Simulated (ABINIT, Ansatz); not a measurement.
# How the form of the self-energy moves the gap of ZrSe3 (P2_1/m), part 2 of 2

Aim: compare treatments of exchange, screening and correlation for the gap of ZrSe3 (P2_1/m).

ABINIT 10.8.3; PBEsol and many-body steps on it, plane waves. Known limits of the many-body steps: not at the basis limit; no spin-orbit coupling; coarse k mesh.

So far. Step 5 (G0W0, Engel-Farid plasmon pole): Against G0W0 in ABINIT (2×4×1 mesh, 209 bands, screening to 114.3 eV, Godby-Needs plasmon pole), the gap moves by +0.024 eV. Step 6 (G0W0, von der Linden-Horsch plasmon pole): Against G0W0 in ABINIT (2×4×1 mesh, 209 bands, screening to 114.3 eV, Godby-Needs plasmon pole), the gap moves by +0.042 eV.

## 7. One-shot COHSEX

This step: one-shot COHSEX on PBEsol, plane waves, norm-conserving pseudopotentials.

The input, run.abi:

```
acell 3*1.0 Angstrom
rprim 
  5.410900000000 -0.000000000000 -0.000000000000
  -0.000000000000 3.748800000000 0.000000000000
  -1.229420909100 0.000000000000 9.363634990100
ntypat 2
znucl 40 34
natom 8
typat 1 1 2 2 2 2 2 2
xred 
  0.285000000000 0.250000000000 0.656000000000
  0.715000000000 0.750000000000 0.344000000000
  0.762000000000 0.250000000000 0.554000000000
  0.238000000000 0.750000000000 0.446000000000
  0.456000000000 0.250000000000 0.174000000000
  0.544000000000 0.750000000000 0.826000000000
  0.888000000000 0.250000000000 0.169000000000
  0.112000000000 0.750000000000 0.831000000000
pp_dirpath "pseudos"
pseudos "Zr.upf, Se.upf"
ecut 48
ngkpt 2 4 1
nshiftk 1
shiftk 0 0 0
kptopt 1
chksymbreak 0
istwfk *1
occopt 1
irdwfk 1
optdriver 4
nband 209
gwcalctyp 7
ecutsigx 48
symsigma 1
nkptgw 2
kptgw 
  0.0000000000 0.0000000000 0.0000000000
  0.5000000000 0.0000000000 0.0000000000
bdgw 
  83 86
  83 86
ecuteps 4.2
irdscr 1
indata_prefix "in"
outdata_prefix "out"
tmpdata_prefix "tmp"
```

The run is started by

```bash
$ OMP_NUM_THREADS=1 mpirun -n 16 abinit run.abi > log
```

Numbers of over 12 decimals in the logs are rounded to 6 here.

What it wrote:

```text
.Version 10.8.3 of ABINIT. v10.8.2 released Aug 2026.

 Symmetries : space group P2_1/m (# 11); Bravais mP (primitive monocl.)
[... echo of the input left out ...]
== DATASET  1 ==================================================================
-   mpi_nproc: 16, omp_nthreads: 1 (-1 if OMP is not activated)

--- !DatasetInfo
iteration_state: {dtset: 1, }
dimensions: {natom: 8, nkpt: 6, mband: 209, nsppol: 1, nspinor: 1, nspden: 1, mpw: 20400, }
cutoff_energies: {ecut:  48.0, pawecutdg:  -1.0, }
[...]
Band     E0 <VxcDFT>   SigX SigC(E0)      Z dSigC/dE  Sig(E)    E-E0       E
[...]
85   6.814 -13.767  -9.969  -4.658   1.000   0.000 -14.626  -0.859   5.955
       86   7.155 -14.047 -10.034  -4.808   1.000   0.000 -14.842  -0.795   6.360

== END DATASET(S) ==============================================================
================================================================================

 -outvars: echo values of variables after computation  --------
           etotal      0.0000000000E+00
            nband         209
             nkpt           6
          spgroup          11
 [... the other variables as echoed above ...]

 Calculation completed.
```

It took 19 s on 16 MPI ranks of Arm Neoverse N1, shared host; peak memory 7 GiB.

This step gave:

```yaml
quasiparticle_gap_on_the_points_computed: 1.168 eV
starting_gap_on_the_mesh: 0.3293 eV
k_of_the_valence_top: 0, 0, 0
k_of_the_conduction_bottom: 0.5, 0, 0
least_direct_quasiparticle_gap_on_the_computed_points: 1.366 eV
```

Against G0W0 in ABINIT (2×4×1 mesh, 209 bands, screening to 114.3 eV, Godby-Needs plasmon pole), the gap moves by +0.332 eV.

## 8. One-shot Hartree-Fock

This step: one-shot Hartree-Fock on PBEsol, plane waves, norm-conserving pseudopotentials.

run.abi, as its differences from that of step 7:

```diff
@@ -30,4 +30,4 @@
 optdriver 4
-nband 209
-gwcalctyp 7
+nband 88
+gwcalctyp 5
 ecutsigx 48
@@ -41,4 +41,4 @@
   83 86
-ecuteps 4.2
-irdscr 1
+ixc_sigma 40
+fftgw 31
 indata_prefix "in"
```

What it wrote:

```text
.Version 10.8.3 of ABINIT. v10.8.2 released Aug 2026.

 Symmetries : space group P2_1/m (# 11); Bravais mP (primitive monocl.)
[... echo of the input left out ...]
== DATASET  1 ==================================================================
-   mpi_nproc: 16, omp_nthreads: 1 (-1 if OMP is not activated)

--- !DatasetInfo
iteration_state: {dtset: 1, }
dimensions: {natom: 8, nkpt: 6, mband: 88, nsppol: 1, nspinor: 1, nspden: 1, mpw: 20400, }
cutoff_energies: {ecut:  48.0, pawecutdg:  -1.0, }
[...]
Band     E0 <VxcDFT>   SigX SigC(E0)      Z dSigC/dE  Sig(E)    E-E0       E
[...]
85   6.814 -13.767  -9.969   0.000   1.000   0.000  -9.969   3.799  10.613
       86   7.155 -14.047 -10.034   0.000   1.000   0.000 -10.034   4.013  11.168

== END DATASET(S) ==============================================================
================================================================================

 -outvars: echo values of variables after computation  --------
           etotal      0.0000000000E+00
            nband          88
             nkpt           6
          spgroup          11
 [... the other variables as echoed above ...]

 Calculation completed.
```

It took 17 s on 16 MPI ranks; peak memory 6.8 GiB; 4.4 min of CPU time.

Numbers from this step:

| Quantity | Value |
| --- | --- |
| quasiparticle gap on the points computed | 5.697 eV |
| starting gap on the mesh | 0.3293 eV |
| k of the valence top | 0, 0, 0 |
| k of the conduction bottom | 0.5, 0, 0 |
| least direct quasiparticle gap on the computed points | 6.282 eV |

Against G0W0 in ABINIT (2×4×1 mesh, 209 bands, screening to 114.3 eV, Godby-Needs plasmon pole), the gap moves by +4.861 eV.

## 9. Side by side

Times are wall times on 16 MPI ranks of Arm Neoverse N1, shared host, good to a factor of about two. A run's time includes the screening step that it read.

```tsv
run	mesh	bands	screening cutoff (eV)	DFT gap (eV)	gap on the mesh (eV)	direct (eV)	ε∞ used	time
G0W0, Godby-Needs plasmon pole	2×4×1	209	114.3	0.329	0.836	1.176	16.07	7.7 min
G0W0, Engel-Farid plasmon pole	2×4×1	209	114.3	0.329	0.860	1.220	16.07	8.2 min
G0W0, von der Linden-Horsch plasmon pole	2×4×1	209	114.3	0.329	0.878	1.226	16.07	8.2 min
one-shot COHSEX	2×4×1	209	114.3	0.329	1.168	1.366	16.07	7.5 min
one-shot Hartree-Fock	2×4×1	-	-	0.329	5.697	6.282	-	17 s
```

## 10. Summary of results

```
G0W0, Godby-Needs plasmon pole           : 0.836 eV
G0W0, Engel-Farid plasmon pole           : 0.860 eV
G0W0, von der Linden-Horsch plasmon pole : 0.878 eV
one-shot COHSEX                          : 1.168 eV
one-shot Hartree-Fock                    : 5.697 eV
known limits                             : not at the basis limit; no spin-orbit coupling; coarse k mesh
```

What this shows: G0W0, Engel-Farid plasmon pole: +0.024 eV against G0W0, Godby-Needs plasmon pole. G0W0, von der Linden-Horsch plasmon pole: +0.042 eV against G0W0, Godby-Needs plasmon pole. One-shot COHSEX: +0.332 eV against G0W0, Godby-Needs plasmon pole. One-shot Hartree-Fock: +4.861 eV against G0W0, Godby-Needs plasmon pole. Bare exchange alone opens the gap to 5.70 eV; against G0W0, correlation takes back 4.86 eV. Static COHSEX lies above G0W0: it lacks the factor Z and overstates the Coulomb hole of the filled states. Bands and cutoff are finite, so the gap is not at the basis limit. The miss can reach some tenths of an eV and take either sign; the mesh is an error of its own. In the G0W0 runs levels were corrected at 2 k points alone, so a gap called «on the mesh» is the least over those, and an edge elsewhere would be missed. The 2×4×1 mesh is coarse for this cell, which bears on the long-range parts of exchange and screening. The many-body steps are scalar-relativistic: spin-orbit coupling is not in them.

[Paths, hosts, dates, memory and timing lines, banners, echoed tables and standing remarks are left out of the program output.]

[Logs are printed without paths, hosts, clocks, repeated set-up lines and the standing remarks that a program may print on its own settings, such as how far it seeks lower states.]

[Runs of the session that timed out or met a known fault of the program may be left out.]

[Hosts, paths, dates, database ids (printed as entryN), source tags and the programs' standing remarks are cut or masked in the printed files.]

[G0W0 gaps are taken among the corrected bands and points alone; a level outside them can change the order at an edge.]

[Where Ansatz stands beside ABINIT at settings called matched, ABINIT's density can come from a denser mesh and the files from another edition; pairs whose starting gaps differed by over 0.03 eV were left out, so agreement reads better than it is.]
